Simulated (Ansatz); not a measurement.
# How NaCl absorbs and reflects light, part 2 of 2

Wanted: where NaCl starts to absorb, how strongly, and its refractive index. The cell comes from an older database entry, whose edges can differ from later determinations, mostly by under a per cent.

Ansatz 0.2.0; DFT, PBE, plane-wave PAW, default files, scalar-relativistic, independent-particle optical response without local fields.

So far. Step 2 (Ground state and bands): There is a gap, 5.15 eV on the path, so no carriers' term is needed. The cell is left with a pressure of 1.0 GPa, as it stands unrelaxed at this level.

The database entry behind the starting cell differs from later determinations by our own check (an axis about 0.4 % short against later determinations), so it need not match the best structure at ambient conditions.

### 3. Spectrum (continued)

From ε follow the optical constants at some laser and lamp lines:

| wavelength (nm) | n | k | R (%) | 1/α |
| --- | --- | --- | --- | --- |
| 1550 | 1.66 | 0.000 | 6.2 | over 1 mm |
| 800 | 1.68 | 0.000 | 6.4 | over 1 mm |
| 633 | 1.68 | 0.000 | 6.5 | over 1 mm |
| 532 | 1.70 | 0.000 | 6.7 | over 1 mm |
| 450 | 1.71 | 0.000 | 6.9 | over 1 mm |
| 365 | 1.74 | 0.000 | 7.3 | over 1 mm |
| 308 | 1.79 | 0.000 | 8.0 | over 1 mm |

A film 1 µm thick would pass 88 % of daylight and look colourless in transmission (x = 0.313, y = 0.330).

The f-sum over the summed bands holds 8.2 of the cell's 16 electrons outside the frozen cores, 10 of which lie in bands more than 12 eV below the Fermi level, whose transitions come at higher energies. Up to 20 eV the strength has a mean oscillator energy of 10.6 eV, close to the main peak.

### 4. Static response with local fields

Perturbation theory gives the static response with local fields and the functional's kernel, and it needs no empty bands.

This step: DFT, PBE, plane-wave PAW, default files, scalar-relativistic, static field response by perturbation theory with local fields (Ansatz 0.2.0).

input.yaml reads:

```yaml
crystal:
  lattice:
    - [0.0, 2.81, 2.81]
    - [2.81, 0.0, 2.81]
    - [2.81, 2.81, 0.0]
  atoms:
    - { symbol: Cl, position: [0.5, 0.5, 0.5] }
    - { symbol: Na, position: [0.0, 0.0, 0.0] }
kpoints:
  mp_grid: { grid: [7, 7, 7] }
scf:
  occupations: { method: fixed }
hamiltonian:
  xc: pbe
  pseudopotentials: { kind: paw }
dielectric: {}
```

Run with:

```console
$ ansatz run input.yaml --threads 4 --pin off --max-ram 8192MiB --backend cpu --events-out ev --progress --plain --runs-dir out
```

Numbers of over 12 decimals in the logs are rounded to 6 here.

The log of the run:

```text
[...]
Crystal: 2 atoms, lattice volume = 44.376 Å³
Basis set: ecut = 420 eV, 893 PW (Γ), exchange–correlation on 54×54×54 points (8 copies of the dense FFT grid, shifted against one another)
Bands: 12, of which v1, the nominal top of the filled ones, is band 8 counted from 1 (7 counted from 0)
Symmetry: 48 space group operations
k-points: 40 of 343 (irreducible under 8 space group operations, time reversal used)
[...]
SCF iter   1: F=—  HF=-2569.549438 eV  |F-HF|=—  |Δ(HF+E_count)|=         —  Δρ=9.89e-4  dr2=6.03e-4  ethr=1.77e-3  ⟨swp⟩=5.0  Hψ=2444  notcnv=0  defer=70
[...]
SCF iter  10: F=-2569.549291 eV  HF=-2569.549291 eV  |F-HF|=4.55e-13  |Δ(HF+E_count)|=  1.66e-10  Δρ=8.32e-9  dr2=9.49e-15  ethr=1.00e-12  ⟨swp⟩=2.0  Hψ=1851  notcnv=0
SCF 1 converged in 10 iterations: F = -2569.549291 eV  dr2 = 9.49e-15
[...]
DFPT response loops at Γ: preconditioner auto → none (the input reference at scf.mixing.eps_inf says where Resta's filter doesn't serve); β = 0.50; Broyden in place of MSR1
SCF converged after 10 iterations
Free energy (F): -2569.549291 eV
[...]
Internal energy: -2569.549291 eV  (E = F + TS)
E sigma→0 (E₀):  -2569.549291 eV
Fermi energy:    1.186298 eV
[...]
--- Band table (eV; the first three rows and the last of 40) ---
  k-point 0: bands = [... 4 lower, -11.4940, 1.1863, 1.1863, 1.1863, 6.3353, 12.2295, 12.2295, 12.2295]
  k-point 1: bands = [... 4 lower, -11.4321, 0.7150, 1.1331, 1.1331, 6.9669, 11.6072, 12.4631, 12.4631]
  k-point 2: bands = [... 4 lower, -11.2881, -0.1285, 1.0181, 1.0181, 8.0401, 11.1822, 12.4402, 12.4402]
  k-point 39: bands = [... 4 lower, -11.0887, -0.0958, -0.0300, 0.5606, 9.9563, 10.4734, 11.2421, 12.9281]
--- Dielectric response (ions clamped): 1 representative field direction + reference, on 40 of 343 k-points (Σ response iterations 7) ---
  k mesh reduced under 8 symmetry operations, with k and −k counted as one. Each operation leaves every solved perturbation unchanged. A smaller set is not considered because the run solves the response to a homogeneous field
  ε∞ (high-frequency dielectric tensor):
        2.513107     0.000000     0.000000
        0.000000     2.513107    -0.000000
       -0.000000    -0.000000     2.513107
  Born effective charges Z* (e; rows j = field, columns β = displacement):
    site 0:
        -1.09541   -0.00000    0.00000
         0.00000   -1.09541    0.00000
         0.00000    0.00000   -1.09541
    site 1:
         1.09541    0.00000   -0.00000
        -0.00000    1.09541   -0.00000
        -0.00000   -0.00000    1.09541
  Z* charge neutrality: 2.398e-5 e pre-enforcement
  k-mesh period / interband length: 27.8 Å / 1.26 Å = 22.00 at k = (0.0000, 0.0000, 0.0000), direct gap 5.149 eV — 14 or more, which is no proof of convergence
```

It took 1.5 s on 4 threads of Arm Neoverse V2, shared host; peak memory 0.33 GiB.

This step gave:

```
electronic dielectric constant ε∞, mean over x, y and z (by symmetry where fewer were run) : 2.513
```

ε∞ with local fields:

```
2.51 0.00 0.00
0.00 2.51 0.00
0.00 0.00 2.51
```

Diagonal elements. Born, by row:

| atom | Z*xx (e) | Z*yy (e) | Z*zz (e) |
| --- | --- | --- | --- |
| Cl1 | -1.095 | -1.095 | -1.095 |
| Na2 | 1.095 | 1.095 | 1.095 |

Mean Born charges are Cl -1.10 and Na +1.10, against formal valences of -1 and +1. The largest lies a little above its ionic value.

### 5. Results

- gap on the path: 5.15 eV
- least direct gap on the path: 5.15 eV
- electronic dielectric constant ε∞, mean over x, y and z (by symmetry where fewer were run) (independent particles): 2.76
- absorption onset, first axis (α over 10⁴ cm⁻¹, or the direct gap if that lies higher): 5.15 eV
- main peak of Im epsilon, first axis: 10.8 eV
- electronic dielectric constant ε∞, mean over x, y and z (by symmetry where fewer were run) (static response with local fields): 2.51

**Reading.** At this level (PBE, independent particles) NaCl has ε∞ = 2.76 (2.51 with local fields) and n = 1.66 at 1550 nm; absorption sets in near 5.1 eV, and Im ε peaks at 10.8 eV. The gap on the path is direct, 5.15 eV. Absorption passes 10⁴ cm⁻¹ from the direct gap on, 5.15 eV, in the ultraviolet, so the visible is passed. Distinct maxima of Im ε, read by a parabola through the highest points, lie at 8.80 eV (4.8) and 10.81 eV (4.8). The f-sum over the summed bands holds 8.2 of the cell's 16 electrons outside the frozen cores, 10 of which lie in bands more than 12 eV below the Fermi level, whose transitions come at higher energies. Up to 20 eV the strength has a mean oscillator energy of 10.6 eV, close to the main peak. A film 1 µm thick would pass 88 % of daylight and look colourless in transmission (x = 0.313, y = 0.330). With local fields and the functional's kernel the static response is 2.51 against 2.76 for independent particles (-9 %). In the base spectrum excitons and phonon-assisted transitions are missing, and so are local fields; PBE gaps are as a rule too small, which pulls the onset down and ε∞ up. In the base run ε includes the program's bounded estimate of what the bands above those summed add.

[Logs are printed without paths, hosts, clocks, repeated set-up lines and the standing remarks that a program may print on its own settings, such as how far it seeks lower states.]

[Hosts, paths, dates, database ids (printed as entryN), source tags and the programs' standing remarks are cut or masked in the printed files.]
